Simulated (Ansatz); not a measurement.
**(AlP)1(GaAs)3 [001] superlattice, started as zinc blende: from the cell to its phonons**

Task: relax (AlP)1(GaAs)3 [001] superlattice, started as zinc blende, then find its harmonic phonons.

Method: DFT LDA, scalar-relativistic, plane waves, PAW, in Ansatz 0.2.0.

This is a report of a sequence of runs, with most program output left out.

The structure was built from a prototype and need not be the compound's stable phase.

### 1. The structure

Symmetry: Pmm2, No. 25, orthorhombic system. The conventional cell has a = 3.962 Å, b = 3.962 Å, c = 11.205 Å, α = 90.00°, β = 90.00°, γ = 90.00°. Nearest to Al lie 2 As at 2.43 Å and 2 P at 2.43 Å. As has 4 Ga at 2.43 Å nearest. Nearest to As lie 4 Ga at 2.43 Å. Nearest to As lie 2 Al at 2.43 Å and 2 Ga at 2.43 Å. Nearest to Ga lie 2 P at 2.43 Å and 2 As at 2.43 Å. Ga has 4 As at 2.43 Å nearest. Farther neighbours are not listed.

### 2. Coarse relaxation

The start is far from rest, so a relaxation with loose tolerances brings it close first.

input.yaml

```yaml
crystal:
  lattice:
    - [2.80125, 2.80125, 0.0]
    - [-2.80125, 2.80125, 0.0]
    - [0.0, 0.0, 11.205]
  atoms:
    - { symbol: Al, position: [0.0, 0.0, 0.0] }
    - { symbol: As, position: [0.0, 0.5, 0.375] }
    - { symbol: As, position: [0.5, 1.0, 0.625] }
    - { symbol: As, position: [0.0, 0.5, 0.875] }
    - { symbol: Ga, position: [0.5, 0.5, 0.25] }
    - { symbol: Ga, position: [0.0, 0.0, 0.5] }
    - { symbol: Ga, position: [0.5, 0.5, 0.75] }
    - { symbol: P, position: [0.5, 1.0, 0.125] }
kpoints:
  mp_grid: { grid: [6, 6, 2] }
hamiltonian:
  xc: lda
scf:
  occupations: { method: gaussian, width: 0.1 }
output:
  forces: true
  stress: true
  eigenvalues: true
relax:
  adjacent_minimum: "off"
  f_tol: 0.05
  max_steps: 80
  cell: { stress_tol: 0.5 }
```

Started as:

```bash
ansatz run input.yaml --threads 8 --pin off --max-ram 14336MiB --backend cpu --events-out ev --progress --plain --runs-dir out
```

Elapsed: 13 s, on 8 threads of Intel Xeon Platinum 8488C (Sapphire Rapids), shared host; peak memory 0.88 GiB; 91 s of CPU time.

Relaxation path:

```csv
step,energy less that of the first step (eV),largest force component (eV/Å),pressure (GPa),volume (Å³)
1,0.0000,0.6916,-1.71,175.85
2,-0.0687,0.0667,-0.34,172.43
3,-0.0703,0.0069,-0.02,171.71
4*,-0.0695,0.0070,-0.02,171.71
```

Relaxation steps marked * repeat the geometry before them on a plane-wave basis chosen anew for their cell, so energy and pressure can jump there.

The run keeps the 4 symmetry operations that it works with, so distortions that break them were not tested.

```csv
"conventional cell, symmetrised",before,after,change
a (Å),3.962,3.936,-0.7 %
b (Å),3.962,3.936,-0.6 %
c (Å),11.205,11.085,-1.1 %
volume (Å³/atom),21.98,21.46,-2.4 %
```

The atoms that moved most (Å, as changes of fractional coordinates times the final cell):

```csv
atom,dx,dy,dz,length
Al1,0.000,0.000,0.071,0.071
Ga5,0.000,0.000,-0.066,0.066
As2,0.000,0.000,-0.043,0.043
As4,0.000,0.000,0.042,0.042
Ga6,0.000,0.000,-0.023,0.023
Ga7,0.000,0.000,0.019,0.019
```

Numbers from this step:

```yaml
pressure: -0.01807 GPa
gap_on_the_k_mesh: 1.001 eV
volume_per_atom: 21.46 Å³
direct_gap_on_mesh: 1.001 eV
```

In this step the volume went from 21.98 to 21.46 Å³/atom.

### 3. Relaxation

The cell and atoms are relaxed, since residual forces and stress would shift the frequencies.

input.yaml

```yaml
crystal:
  lattice:
    - [2.7828677184, 2.7828677184, 0.0]
    - [-2.7831376939, 2.7831376939, 0.0]
    - [0.0, 0.0, 11.0851242766]
  atoms:
    - { symbol: Al, position: [0.0, 0.0, 0.0064063778] }
    - { symbol: As, position: [0.0, 0.5, 0.3711334727] }
    - { symbol: As, position: [0.5, 1.0, 0.6247340804] }
    - { symbol: As, position: [0.0, 0.5, 0.8787864621] }
    - { symbol: Ga, position: [0.5, 0.5, 0.2440730986] }
    - { symbol: Ga, position: [0.0, 0.0, 0.4979002761] }
    - { symbol: Ga, position: [0.5, 0.5, 0.7516857878] }
    - { symbol: P, position: [0.5, 1.0, 0.1252804446] }
kpoints:
  mp_grid: { grid: [6, 6, 2] }
hamiltonian:
  xc: lda
scf:
  occupations: { method: gaussian, width: 0.02 }
output:
  forces: true
  stress: true
  eigenvalues: true
  write_density: true
  write_potential: true
  elf: true
  volumetric_format: npy
relax:
  adjacent_minimum: "off"
  f_tol: 0.005
  max_steps: 80
  cell: { stress_tol: 0.05 }
```

Wall time 9.5 s (8 threads); peak memory 0.85 GiB; 69 s of CPU time.

Little changed from the start: no atom moved by 0.005 Å and no cell edge by 0.1 %.

Numbers from this step:

- pressure: -0.002147 GPa
- gap on the k-mesh: 1.002 eV
- direct gap on mesh: 1.002 eV

Electrostatic potential energy in the ac plane at fractional y = 0.000, with atoms of Al and As and Ga and P within 0.2 Å of it. With pseudopotentials it is smooth inside the atoms' cores, unlike the true potential.

Ten even steps from '0' (-34 eV) to '9' (12 eV), each cell a mean:
```
65578999998655
66789999999876
99999999999999
99999999999999
99999999999999
99999999999999
99999877789999
99987566657999
99975799966899
78875699856888
44577655667754
44468888888534
44468999998544
55789999999865
88999999999998
99999999999999
99999999999999
99999999999999
99999887889999
99997411258999
99985000016899
77886100027877
55577654578655
86568999987557
```
Columns run along a (3.9 Å; values clipped at the 3rd and 97th percentile), rows up along c (11.1 Å). Atoms in or near the plane, at fractional coordinates: Al at (0.00, 0.01), As at (0.50, 0.62), Ga at (0.00, 0.50), P at (0.50, 0.13).

Valence density in the ac plane at fractional y = 0.000, with atoms of Al and As and Ga and P within 0.2 Å of it. It is the smooth field of the valence electrons, not physical close to the nuclei.

Ten steps, logarithmic in the rise over the least value, from '0' (0 e/Å³) to '9' (33 e/Å³), each cell a mean:
```
00000000000000
00000000000000
00000000000000
00000000000000
00000000000000
00000000000000
00000111110000
00011355421000
00013689852100
11112578742111
53212233322224
98421111111258
87310000001247
32100000000112
00000000000000
00000000000000
00000000000000
00000000000000
00000111110000
00011222211000
00112210122100
01112211222110
00112222221110
00011111111100
```
Columns run along a (3.9 Å), rows up along c (11.1 Å). Atoms in or near the plane, at fractional coordinates: Al at (0.00, 0.01), As at (0.50, 0.62), Ga at (0.00, 0.50), P at (0.50, 0.13).

ELF in the ac plane at fractional y = 0.000, with atoms of Al and As and Ga and P within 0.2 Å of it. It is the smooth field of the valence electrons, not physical close to the nuclei.

Ten even steps from '0' (0.01) to '9' (0.93), each cell a mean:
```
00123332333200
33221000001223
32210000000123
11000000000001
00000000000000
00001233321000
00134666654200
01356654566421
23566422256642
23577532367753
12357766677521
10135666664210
00222222232210
22221100012222
22210000001122
11000000000001
00000000000000
00001234321000
00135677764200
01367755677531
24788400168863
36999831499985
03899988999962
10378877788610
```
Columns run along a (3.9 Å), rows up along c (11.1 Å). Atoms in or near the plane, at fractional coordinates: Al at (0.00, 0.01), As at (0.50, 0.62), Ga at (0.00, 0.50), P at (0.50, 0.13).

In this step the volume went from 21.46 to 21.46 Å³/atom.

### 4. Tight relaxation

Phonons need a cell at rest on their own settings, so the relaxation is repeated with tight tolerances on forces and stress, using the mesh and the filling of the phonon run that follows.

input.yaml

```yaml
crystal:
  lattice:
    - [2.7828339617, 2.7828339617, 0.0]
    - [-2.7823485076, 2.7823485076, 0.0]
    - [0.0, 0.0, 11.0861842036]
  atoms:
    - { symbol: Al, position: [0.0, 0.0, 0.0064139989] }
    - { symbol: As, position: [0.0, 0.5, 0.3711157071] }
    - { symbol: As, position: [0.5, 1.0, 0.6246642327] }
    - { symbol: As, position: [0.0, 0.5, 0.8787788771] }
    - { symbol: Ga, position: [0.5, 0.5, 0.2441642194] }
    - { symbol: Ga, position: [0.0, 0.0, 0.4978450172] }
    - { symbol: Ga, position: [0.5, 0.5, 0.7516798659] }
    - { symbol: P, position: [0.5, 1.0, 0.1253380818] }
kpoints:
  mp_grid: { grid: [8, 8, 2] }
hamiltonian:
  xc: lda
scf:
  occupations: { method: fixed }
output:
  forces: true
  stress: true
  eigenvalues: true
relax:
  adjacent_minimum: "off"
  f_tol: 0.001
  max_steps: 60
  cell: { stress_tol: 0.01 }
```

Run time: 17 s. Hardware: 8 threads; peak memory 0.96 GiB; 2.2 min of CPU time.

The steps of the relaxation:

```csv
step,energy less that of the first step (eV),largest force component (eV/Å),pressure (GPa),volume (Å³)
1,0.0000,0.0051,0.00,171.68
2,-0.0001,0.0034,0.00,171.68
3,-0.0001,0.0009,0.00,171.68
4*,-0.0001,0.0009,0.00,171.68
```

Relaxation steps marked * repeat the geometry before them on a plane-wave basis chosen anew for their cell, so energy and pressure can jump there.

Forces are held to the 4 operations that the run works with; a distortion that breaks them can't arise in this run.

```csv
"conventional cell, symmetrised",before,after,change
a (Å),3.935,3.932,-0.1 %
b (Å),3.936,3.932,-0.1 %
c (Å),11.086,11.105,+0.2 %
volume (Å³/atom),21.46,21.46,+0.0 %
```

The relaxed structure:

```cif
data_structure
_symmetry_space_group_name_H-M 'P 1'
_symmetry_Int_Tables_number 1
_cell_length_a 3.9321
_cell_length_b 3.9318
_cell_length_c 11.1047
_cell_angle_alpha 90.000
_cell_angle_beta 90.000
_cell_angle_gamma 90.000
_cell_volume 171.68
loop_
_atom_site_label
_atom_site_type_symbol
_atom_site_fract_x
_atom_site_fract_y
_atom_site_fract_z
_atom_site_occupancy
Al1 Al 0.00000 0.00000 0.00641 1
As2 As 0.00000 0.50000 0.37113 1
As3 As 0.50000 0.00000 0.62468 1
As4 As 0.00000 0.50000 0.87876 1
Ga5 Ga 0.50000 0.50000 0.24415 1
Ga6 Ga 0.00000 0.00000 0.49785 1
Ga7 Ga 0.50000 0.50000 0.75168 1
P8 P 0.50000 0.00000 0.12536 1
```

Numbers from this step:

- pressure: -6.65e-5 GPa

The largest force component left is 0.90 meV/Å and the pressure is 0.000 GPa, within the tolerances set. The cell now holds 21.46 Å³/atom.

### 5. Modes at Γ

The zone centre is the only wavevector solved here; it holds the modes that light can see, as far as symmetry allows. The response to a homogeneous field gives the Born charges and the dielectric tensor, and its change with displacement the Raman tensors.

input.yaml

```yaml
crystal:
  lattice:
    - [2.7804404566, 2.7804404566, 0.0]
    - [-2.7801716061, 2.7801716061, 0.0]
    - [0.0, 0.0, 11.1046586085]
  atoms:
    - { symbol: Al, position: [0.0, 0.0, 0.006405535] }
    - { symbol: As, position: [0.0, 0.5, 0.3711261851] }
    - { symbol: As, position: [0.5, 1.0, 0.6246797884] }
    - { symbol: As, position: [0.0, 0.5, 0.8787554878] }
    - { symbol: Ga, position: [0.5, 0.5, 0.2441482473] }
    - { symbol: Ga, position: [0.0, 0.0, 0.4978462375] }
    - { symbol: Ga, position: [0.5, 0.5, 0.7516753926] }
    - { symbol: P, position: [0.5, 1.0, 0.1253631264] }
kpoints:
  mp_grid: { grid: [8, 8, 2] }
hamiltonian:
  xc: lda
scf:
  occupations: { method: fixed }
output:
  eigenvalues: true
phonons:
  method: dfpt
  dielectric: true
  rigid_motions: translations
  raman: true
```

Elapsed: 17 min, on 8 threads; peak memory 5.4 GiB; 1.9 h of CPU time.

Numbers from this step:

```
sum-rule residual before enforcement                    : 9.09e-5 eV/Å²
miss of the charge sum rule                             : 0.04991 e
estimated error of the dielectric tensor                : 0.08639
estimated error of the Born charges                     : 0.03441 e
point group                                             : mm2
highest optical mode at the zone centre (no LO-TO term) : 419.9 cm⁻¹
lowest optical zone-centre mode                         : 68.53 cm⁻¹
mean high-frequency dielectric constant                 : 11.80
largest Born charge (third of the trace)                : -2.395 e
mean static dielectric constant                         : 13.73
top of the zone-centre spectrum with the field          : 429.3 cm⁻¹
```

Without the LO-TO term. Patterns of degenerate modes are one choice out of their space. The modes at Γ (shares of kinetic energy by element, %):

```csv
mode,frequency (cm⁻¹),symmetry,Al %,As %,Ga %,P %
1,0.0,acoustic,5,46,43,6
2,0.0,acoustic,5,46,43,6
3,0.0,acoustic,5,46,43,6
4,68.5,B2,0,46,53,1
5,70.0,B1,0,44,55,1
6,72.5,B2,1,44,54,1
7,76.0,B1,10,44,39,7
8,90.7,B1,10,35,45,10
9,109.5,B2,44,6,8,42
10,134.6,A1,1,52,46,1
11,155.6,A1,9,43,36,12
12,237.6,A1,0,63,32,5
13,255.5,B2,0,54,45,0
14,258.0,B1,0,55,45,0
15,258.4,B2,0,54,46,0
16,260.6,A1,5,28,60,7
17,266.4,B1,0,51,49,0
18,267.1,B2,0,50,50,0
19,275.8,A1,0,48,52,0
20,312.1,A1,16,18,30,35
21,328.5,B1,12,7,20,61
22,363.7,B1,62,19,4,15
23,416.8,A1,63,3,1,33
24,419.9,B2,50,0,0,50
```

Displacements in mode 4 (68.5 cm⁻¹), the largest set to 1:
```
Al1  0.10  0.10  0.00
As2  0.89  0.89  0.00
As3 -0.18 -0.18  0.00
As4 -0.82 -0.82  0.00
Ga5  1.00  1.00  0.00
Ga6 -0.08 -0.08  0.00
Ga7 -0.93 -0.93  0.00
P8   0.20  0.20  0.00
```

Displacements in mode 13 (255.5 cm⁻¹), the largest set to 1:
```
Al1 -0.10 -0.10  0.00
As2 -0.05 -0.05  0.00
As3 -0.43 -0.43  0.00
As4  1.00  1.00  0.00
Ga5  0.03  0.03  0.00
Ga6  0.45  0.45  0.00
Ga7 -0.93 -0.93  0.00
P8  -0.16 -0.16  0.00
```

Optical modes at the zone centre, without and with the macroscopic field of the longitudinal modes; each column is sorted by frequency, so a row need not hold one and the same mode. Modes with and without the field, by row:

```csv
rank among optical modes,no field (cm⁻¹),"q along (1, 0, 0) (cm⁻¹)","q along (0, 0, 1) (cm⁻¹)"
1,68.5,68.5,68.5
2,70,70,70
3,72.5,72.5,72.5
4,76,76.1,76
5,90.7,90.7,90.7
6,109.5,109.6,109.5
7,134.6,134.6,134.6
8,155.6,155.6,155.7
9,237.6,237.6,238.4
10,255.5,255.7,255.5
11,258,258.1,258
12,258.4,258.4,258.4
13,260.6,260.6,260.9
14,266.4,266.6,266.4
15,267.1,275.8,267.1
16,275.8,276.2,287.3
17,312.1,312.1,312.4
18,328.5,329.5,328.5
19,363.7,370.8,363.7
20,416.8,416.8,419.9
21,419.9,426.3,429.3
```

Born charge (rows field, columns displacement) (e), principal values of the symmetric part by kind of site:

```csv
atom,atoms with these values,low,middle,high,mean
Al1,1,2.05,2.08,2.36,2.16
As2,2,-2.00,-1.89,-1.84,-1.91
As4,1,-2.29,-2.05,-2.04,-2.13
Ga5,1,2.09,2.12,2.22,2.15
Ga6,1,1.87,1.98,2.03,1.96
Ga7,1,2.01,2.07,2.14,2.07
P8,1,-2.43,-2.40,-2.36,-2.40
```

In full for Ga5:

```
2.16 0.06 0.00
0.06 2.16 0.00
0.00 0.00 2.12
```

High-frequency dielectric tensor:

```
11.86  0.05  0.00
 0.05 11.86  0.00
 0.00  0.00 11.69
```

Static dielectric tensor (ions relaxed, fixed cell):

```
13.78  0.03  0.00
 0.03 13.78  0.00
 0.00  0.00 13.64
```

Transverse modes. Infrared lines, with heights relative to the strongest:

```csv
position (cm⁻¹),lines merged,relative intensity
68,1,0.0
70,1,0.0
72,1,0.0
76,1,0.2
91,1,0.0
110,1,0.4
135,1,0.1
156,1,0.1
238,1,5.7
256,1,4.8
258,2,0.8
261,1,3.4
266,1,45
267,1,66
276,1,66
312,1,1.6
328,1,13
364,1,100
417,1,93
420,1,86
```

Activity x (w_L - w)^4 (n + 1)/w, 532 nm, 300 K; the tensors are static ones, while 532 nm light lies above the computed direct gap, where resonance would change the heights; modes without the macroscopic field alone. Lines of the Raman spectrum (strongest = 100):

```csv
position (cm⁻¹),lines merged,relative intensity
68,1,6.5
70,1,0.5
72,1,1.4
76,1,0.9
91,1,1.7
110,1,4.0
135,1,44
156,1,1.0
238,1,17
256,1,17
258,2,1.6
261,1,1.5
266,1,48
267,1,85
276,1,100
312,1,4.5
328,1,26
364,1,50
417,1,26
420,1,10
```

Static second-order susceptibility (pm/V), twice the coefficient d of second-harmonic generation. Second order susceptibility, by row:

```csv
field along,xx,yy,zz,yz,xz,xy
x,0,0,0,177.2,-13.19,0
y,0,0,0,-13.19,177.2,0
z,-13.19,-13.19,-20.23,0,0,177.2
```

Before it was imposed, the acoustic sum rule was missed by 9.1e-5 eV/Å² and the charge sum rule by 0.050 e. The charge miss is large and points to the mesh or the basis. The lowest optical mode is real, 68.5 cm⁻¹.

The log warns of the k mesh: “the force constants stand on the 8×8×2 k-mesh, whose period is 7.82 times the interband length at k = (0.0000, 0.0000, 0.0000), direct gap 1.002 eV, under 14: take them and everything formed from them as unconverged”.

### 6. Another isotope

An isotope changes the mass and not the force constants, so no new electronic calculation is needed; the shifts show which modes move this element.

The same force constants with the mass of Ga changed from 69.723 to 70.925 u (phonopy, no LO-TO term). Both lists are sorted by frequency; levels can cross, so a row need not hold one and the same mode. Modes under 3 cm⁻¹ are left out. Isotope shifts, by row:

```csv
q,rank,natural mass (cm⁻¹),changed mass (cm⁻¹)
0 0 0,4,68.53,68.22
0 0 0,5,69.96,69.62
0 0 0,6,72.46,72.13
0 0 0,7,76.05,75.79
0 0 0,8,90.67,90.33
0 0 0,9,109.5,109.5
0 0 0,10,134.6,134.1
0 0 0,11,155.6,155.2
0 0 0,12,237.6,236.9
0 0 0,13,255.5,254.5
0 0 0,14,258,257.1
0 0 0,15,258.4,257.4
0 0 0,16,260.6,259.2
0 0 0,17,266.4,265.3
0 0 0,18,267.1,265.9
0 0 0,19,275.8,274.5
0 0 0,20,312.1,311.3
0 0 0,21,328.5,328
0 0 0,22,363.7,363.6
0 0 0,23,416.8,416.7
0 0 0,24,419.9,419.9
```

A mode of this element alone would shift by -0.85 %. The highest zone-centre frequency without the field goes from 419.9 to 419.9 cm⁻¹ (-0.0 %). The product of the frequency ratios over all optical modes at Γ is 0.936; the product rule, (m/m′)^(3k/2) (M′/M)^(3/2) with k = 3 such atoms and M the mass of the cell, gives 0.936.

### 7. Results

* space group after relaxation (within 0.01 Å): Pmm2
* volume per atom: 21.5 Å³
* gap on the k-mesh: 1.00 eV
* highest optical mode at the zone centre (no LO-TO term): 420 cm⁻¹
* top of the zone-centre spectrum with the field: 429 cm⁻¹
* lowest optical zone-centre mode: 68.5 cm⁻¹
* mean high-frequency dielectric constant: 11.8
* mean static dielectric constant: 13.7
* largest Born charge (third of the trace): -2.40 e
* imaginary modes at Γ (the only wavevector solved): none

In words: The structure is stable against zone-centre distortions, since no mode there is imaginary; other wavevectors were not solved, so zone-boundary instabilities are untested. Without the field, the optical modes at Γ span 69 to 420 cm⁻¹. No dispersion was computed. With the macroscopic field of the longitudinal modes the top of the zone-centre spectrum lies at 429 cm⁻¹, against 420 cm⁻¹ without it. Lattice motion raises the mean dielectric constant from 11.80 to 13.73. The strongest infrared line is at 364 cm⁻¹. Averaged over orientations, the strongest Raman line at 532 nm and 300 K is at 276 cm⁻¹, among the modes without the field; their longitudinal partners can be Raman active too. The tensors are the static, non-resonant ones, while 532 nm light (2.33 eV) lies above the computed gap. With the field response the log warns that the k mesh is coarse for the force constants too, so the frequencies may not be converged. The starting cell was built on a prototype and not taken from a measurement, so the phase need not exist. These are harmonic frequencies at zero temperature: anharmonic shifts, linewidths and thermal expansion are left out.

[Logs are printed without paths, hosts, clocks, repeated set-up lines and the standing remarks that a program may print on its own settings, such as how far it seeks lower states.]

[Hosts, paths, dates, database ids (printed as entryN), source tags and the programs' standing remarks are cut or masked in the printed files.]
